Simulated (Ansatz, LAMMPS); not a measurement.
## Finding the fault: glassy 53SiO2-26Al2O3-11ZnO-11CaO (mol %) (63 atoms)

Program: Ansatz 0.2.0. The cell: 10 Si, 10 Al, 2 Zn, 2 Ca and 39 O.

File input.yaml:

```yaml
crystal:
  lattice:
    - [9.23443, 0.0, 0.0]
    - [0.0, 9.23443, 0.0]
    - [0.0, 0.0, 9.23443]
  atoms:
    - { symbol: Si, position: [0.34499, 0.05181, 0.14266] }
    - { symbol: Si, position: [0.38079, 0.94874, 0.81371] }
    - { symbol: Si, position: [0.33049, 0.89909, 0.43443] }
    - { symbol: Si, position: [0.01933, 0.70103, 0.10265] }
    - { symbol: Si, position: [0.64568, 0.7741, 0.91597] }
    - { symbol: Si, position: [0.30804, 0.47355, 0.77178] }
    - { symbol: Si, position: [0.52235, 0.38574, 0.53875] }
    - { symbol: Si, position: [0.64618, 0.13699, 0.73366] }
    - { symbol: Si, position: [0.58048, 0.69623, 0.4584] }
    - { symbol: Si, position: [0.06356, 0.04266, 0.74092] }
    - { symbol: Al, position: [0.85408, 0.318, 0.20301] }
    - { symbol: Al, position: [0.81276, 0.85114, 0.6385] }
    - { symbol: Al, position: [0.49988, 0.31308, 0.21102] }
    - { symbol: Al, position: [0.99385, 0.31624, 0.8832] }
    - { symbol: Al, position: [0.22244, 0.23581, 0.49913] }
    - { symbol: Al, position: [0.71686, 0.57624, 0.20825] }
    - { symbol: Al, position: [0.13732, 0.75654, 0.6539] }
    - { symbol: Al, position: [0.89024, 0.60962, 0.8047] }
    [... 39 atom lines left out ...]
    - { symbol: O, position: [0.01237, 0.32208, 0.08876] }
    - { symbol: O, position: [0.48136, 0.80254, 0.83155] }
    - { symbol: O, position: [0.80593, 0.45204, 0.32639] }
    - { symbol: O, position: [0.27248, 0.63679, 0.71007] }
    - { symbol: O, position: [0.83196, 0.13084, 0.18013] }
    - { symbol: O, position: [0.52477, 0.30408, 0.39584] }
kpoints:
  mp_grid: { grid: [1, 1, 1] }
hamiltonian:
  xc: pbe
scf:
  occupations: { method: fermi_dirac, width: 0.3 }
  n_extra_bands: 0
  max_iter: 100
output:
  forces: true
```

Started as:

```
> ansatz run input.yaml --threads 4 --pin off --max-ram 8192MiB --backend cpu --events-out ev --progress --plain --runs-dir out
```

Log:

```text
Error: inconsistent input (scf.n_extra_bands, scf.occupations.method): n_bands = 174 leaves no empty band above the 174 bands per channel that the deck's 348 electrons occupy, and the occupations search for the Fermi level (a smearing at a finite width, or tetrahedra): [...]
```

The job ended after 0.04 s (4 threads of AMD EPYC 9R45, shared host; peak memory 0.11 GiB; 0.06 s of CPU time).

Q: Name the fault and the fix.

Too few bands: scf.n_extra_bands = 0 and scf.occupations = {"method": "fermi_dirac", "width": 0.3}.

The fix is to take out scf.n_extra_bands.

The program refused it before any cycle.

[Logs are printed without paths, hosts, clocks, repeated set-up lines and the standing remarks that a program may print on its own settings, such as how far it seeks lower states.]

[Hosts, paths, dates, database ids (printed as entryN), source tags and the programs' standing remarks are cut or masked in the printed files.]
